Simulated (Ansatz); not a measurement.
# Ca2C (model cell, started as antifluorite): from the cell to its phonons, part 3 of 3

The cell of Ca2C (model cell, started as antifluorite) is at rest. What are its phonons? After the zone centre comes a 4×4×4 q mesh on a 12×12×12 k mesh.

Ansatz 0.2.0; DFT PBEsol, scalar-relativistic, plane waves, PAW.

So far. Step 2 (Linear response at the zone centre): Before it was imposed, the acoustic sum rule was missed by 2.0e-5 eV/Å². Small misses are needed for a sound result but don't prove that mesh and cutoff are converged. The lowest optical mode is real, 225 cm⁻¹.

The structure was built from a prototype and need not be the compound's stable phase.

**3. Response at finite wavevector (continued)**

The partial phonon density of states has structure finer than the step of the table below, so its rows give means over 10 cm⁻¹, whole bins alone (the curve runs from -68 to 439 cm⁻¹). Peaks (cm⁻¹: height): C 209.6: 0.0232, 267.1: 0.0216, 407.5: 0.0236; Ca 82.0: 0.0286, 136.2: 0.0261, 152.2: 0.0280, 209.6: 0.0705, 270.3: 0.0218.

Phonopy on the run's constants, 15x15x15 mesh, Gaussian sigma 3.6 cm-1. Interpolated from a 4×4×4 q mesh. The partial phonon density of states by wavenumber; means over each step; values in 1/cm⁻¹/cell:

| wavenumber (cm⁻¹) | C | Ca |
| --- | --- | --- |
| -60 | 0 | 5.9e-4 |
| -50 | 0 | 0.00192 |
| -40 | 0 | 0.00225 |
| -30 | 0 | 0.00204 |
| -20 | 0 | 0.00231 |
| -10 | 1.2e-6 | 9.5e-4 |
| 0 | 8.2e-6 | 1.7e-4 |
| 10 | 8.2e-6 | 8.9e-4 |
| 20 | 6.9e-5 | 0.00274 |
| 30 | 1.5e-4 | 0.00346 |
| 40 | 2.8e-4 | 0.00685 |
| 50 | 4.2e-4 | 0.00896 |
| 60 | 6.6e-4 | 0.0164 |
| 70 | 7.5e-4 | 0.0230 |
| 80 | 7.3e-4 | 0.0269 |
| 90 | 6.6e-4 | 0.0236 |
| 100 | 6.1e-4 | 0.0215 |
| 110 | 7.4e-4 | 0.0210 |
| 120 | 5.9e-4 | 0.0202 |
| 130 | 8.1e-4 | 0.0208 |
| 140 | 7.2e-4 | 0.0203 |
| 150 | 8.2e-4 | 0.0234 |
| 160 | 1.0e-3 | 0.0237 |
| 170 | 5.6e-4 | 0.0176 |
| 180 | 0.00121 | 0.0205 |
| 190 | 0.00150 | 0.0287 |
| 200 | 0.00527 | 0.0397 |
| 210 | 0.0187 | 0.0615 |
| 220 | 0.0106 | 0.0363 |
| 230 | 0.0127 | 0.0164 |
| 240 | 0.0133 | 0.0118 |
| 250 | 0.0197 | 0.0165 |
| 260 | 0.0210 | 0.0198 |
| 270 | 0.0211 | 0.0205 |
| 280 | 0.0195 | 0.0151 |
| 290 | 0.0149 | 0.00732 |
| 300 | 0.0108 | 0.00356 |
| 310 | 0.00989 | 0.00144 |
| 320 | 0.00794 | 7.8e-4 |
| 330 | 0.00663 | 5.2e-4 |
| 340 | 0.00331 | 2.0e-4 |
| 350 | 0.00264 | 1.5e-4 |
| 360 | 0.00598 | 3.0e-4 |
| 370 | 0.0104 | 6.0e-4 |
| 380 | 0.0135 | 8.3e-4 |
| 390 | 0.0167 | 0.00123 |
| 400 | 0.0199 | 0.00187 |
| 410 | 0.0196 | 0.00234 |
| 420 | 0.00345 | 4.5e-4 |
| 430 | 2.1e-5 | 2.5e-6 |

Symmetry leaves 8 wavevectors to solve. The lowest mode among them, the acoustic zeros apart, lies at q = (0, -0.5, -0.5) and is imaginary, 59.7i cm⁻¹, so the energy falls along it.

**4. Another isotope, element C, natural mass 12.011 amu**

An isotope changes the mass and not the force constants, so no new electronic calculation is needed; the shifts show which modes move this element.

The same force constants with the mass of C changed from 12.011 to 13.003 u (phonopy, no LO-TO term). Both lists are sorted by frequency; levels can cross, so a row need not hold one and the same mode. Modes under 3 cm⁻¹ are left out. Isotope shifts, by row:

| q | rank | natural mass (cm⁻¹) | changed mass (cm⁻¹) |
| --- | --- | --- | --- |
| 0 0 0 | 4 | 224.5 | 224.5 |
| 0 0 0 | 5 | 224.5 | 224.5 |
| 0 0 0 | 6 | 224.5 | 224.5 |
| 0 0 0 | 7 | 251.4 | 242.9 |
| 0 0 0 | 8 | 251.4 | 242.9 |
| 0 0 0 | 9 | 251.4 | 242.9 |
| 0 0 0.25 | 1 | 101.1 | 100.7 |
| 0 0 0.25 | 2 | 101.1 | 100.7 |
| 0 0 0.25 | 3 | 117.1 | 116.6 |
| 0 0 0.25 | 4 | 210.5 | 209.9 |
| 0 0 0.25 | 5 | 210.5 | 209.9 |
| 0 0 0.25 | 6 | 213.6 | 213.6 |
| 0 0 0.25 | 7 | 249.7 | 241.8 |
| 0 0 0.25 | 8 | 249.7 | 241.8 |
| 0 0 0.25 | 9 | 412.3 | 397.9 |
| 0 0 -0.5 | 1 | 156.6 | 156.4 |
| 0 0 -0.5 | 2 | 167.2 | 167.1 |
| 0 0 -0.5 | 3 | 167.2 | 167.1 |
| 0 0 -0.5 | 4 | 189.2 | 189.2 |
| 0 0 -0.5 | 5 | 189.2 | 189.2 |
| 0 0 -0.5 | 6 | 211.5 | 211.5 |
| 0 0 -0.5 | 7 | 232.7 | 223.9 |
| 0 0 -0.5 | 8 | 232.7 | 223.9 |
| 0 0 -0.5 | 9 | 401.2 | 386.3 |
| 0 0.25 0.25 | 1 | 59.52 | 59.36 |
| 0 0.25 0.25 | 2 | 59.52 | 59.36 |
| 0 0.25 0.25 | 3 | 152.8 | 152.8 |
| 0 0.25 0.25 | 4 | 192.8 | 191.7 |
| 0 0.25 0.25 | 5 | 219.3 | 217.1 |
| 0 0.25 0.25 | 6 | 219.3 | 217.1 |
| 0 0.25 0.25 | 7 | 273.9 | 266.6 |
| 0 0.25 0.25 | 8 | 273.9 | 266.6 |
| 0 0.25 0.25 | 9 | 416.9 | 402.9 |

A mode of this element alone would shift by -3.89 %. The highest zone-centre frequency without the field goes from 251.4 to 242.9 cm⁻¹ (-3.4 %). The product of the frequency ratios over all optical modes at Γ is 0.902; the product rule, (m/m′)^(3k/2) (M′/M)^(3/2) with k = 1 such atoms and M the mass of the cell, gives 0.902.

**5. Another isotope, element Ca, natural mass 40.078 amu**

The same for Ca, from 40.08 to 47.95 u.

The same force constants with the mass of Ca changed from 40.078 to 47.953 u (phonopy, no LO-TO term). Both lists are sorted by frequency; levels can cross, so a row need not hold one and the same mode. Modes under 3 cm⁻¹ are left out. Isotope shifts, by row:

| q | rank | natural mass (cm⁻¹) | changed mass (cm⁻¹) |
| --- | --- | --- | --- |
| 0 0 0 | 4 | 224.5 | 205.3 |
| 0 0 0 | 5 | 224.5 | 205.3 |
| 0 0 0 | 6 | 224.5 | 205.3 |
| 0 0 0 | 7 | 251.4 | 248.7 |
| 0 0 0 | 8 | 251.4 | 248.7 |
| 0 0 0 | 9 | 251.4 | 248.7 |
| 0 0 0.25 | 1 | 101.1 | 93.3 |
| 0 0 0.25 | 2 | 101.1 | 93.3 |
| 0 0 0.25 | 3 | 117.1 | 107.9 |
| 0 0 0.25 | 4 | 210.5 | 193.2 |
| 0 0 0.25 | 5 | 210.5 | 193.2 |
| 0 0 0.25 | 6 | 213.6 | 195.3 |
| 0 0 0.25 | 7 | 249.7 | 246.5 |
| 0 0 0.25 | 8 | 249.7 | 246.5 |
| 0 0 0.25 | 9 | 412.3 | 408.9 |
| 0 0 -0.5 | 1 | 156.6 | 143.7 |
| 0 0 -0.5 | 2 | 167.2 | 153.2 |
| 0 0 -0.5 | 3 | 167.2 | 153.2 |
| 0 0 -0.5 | 4 | 189.2 | 173 |
| 0 0 -0.5 | 5 | 189.2 | 173 |
| 0 0 -0.5 | 6 | 211.5 | 193.4 |
| 0 0 -0.5 | 7 | 232.7 | 232.3 |
| 0 0 -0.5 | 8 | 232.7 | 232.3 |
| 0 0 -0.5 | 9 | 401.2 | 399.9 |
| 0 0.25 0.25 | 1 | 59.52 | 54.7 |
| 0 0.25 0.25 | 2 | 59.52 | 54.7 |
| 0 0.25 0.25 | 3 | 152.8 | 139.7 |
| 0 0.25 0.25 | 4 | 192.8 | 178.1 |
| 0 0.25 0.25 | 5 | 219.3 | 203.5 |
| 0 0.25 0.25 | 6 | 219.3 | 203.5 |
| 0 0.25 0.25 | 7 | 273.9 | 268.4 |
| 0 0.25 0.25 | 8 | 273.9 | 268.4 |
| 0 0.25 0.25 | 9 | 416.9 | 412.5 |

A mode of this element alone would shift by -8.58 %. The highest zone-centre frequency without the field goes from 251.4 to 248.7 cm⁻¹ (-1.1 %). The product of the frequency ratios over all optical modes at Γ is 0.740; the product rule, (m/m′)^(3k/2) (M′/M)^(3/2) with k = 2 such atoms and M the mass of the cell, gives 0.740.

**6. Summary of results**

```yaml
space_group_within_0p01_a: Fm-3m
volume_per_atom: 19.9 Å³
gap_on_the_k_mesh: 0.162 eV
highest_optical_mode_at_the_zone_centre_no_lo_to_term: 251 cm⁻¹
lowest_optical_zone_centre_mode: 225 cm⁻¹
lowest_mode_on_the_q_mesh_acoustic_modes_at_gamma_apart: -59.7 cm⁻¹
highest_frequency_on_the_path_or_at_a_solved_wavevector: 417 cm⁻¹
imaginary_modes_on_the_4x4x4_q_mesh: yes
```

**Reading.** Modes are clearly imaginary (beyond 10i cm⁻¹) at 2 of the 8 irreducible wavevectors, most at q = (0, -0.5, -0.5) (59.7i cm⁻¹), so this structure is not a minimum of the energy. Without the field, the optical modes at Γ span 225 to 251 cm⁻¹. The highest mode in this list at Γ, 251.4 cm⁻¹, is mostly motion of C (87 % of the kinetic energy). The program warns that the interpolation holds no quadrupole term, so branches close to Γ can be off in this crystal. A phonon run warned that its eigensolver left some bands unconverged in a pass. The starting cell was built on a prototype and not taken from a measurement, so the phase need not exist. These are harmonic frequencies at zero temperature: anharmonic shifts, linewidths and thermal expansion are left out.

[Logs are printed without paths, hosts, clocks, repeated set-up lines and the standing remarks that a program may print on its own settings, such as how far it seeks lower states.]

[Hosts, paths, dates, database ids (printed as entryN), source tags and the programs' standing remarks are cut or masked in the printed files.]
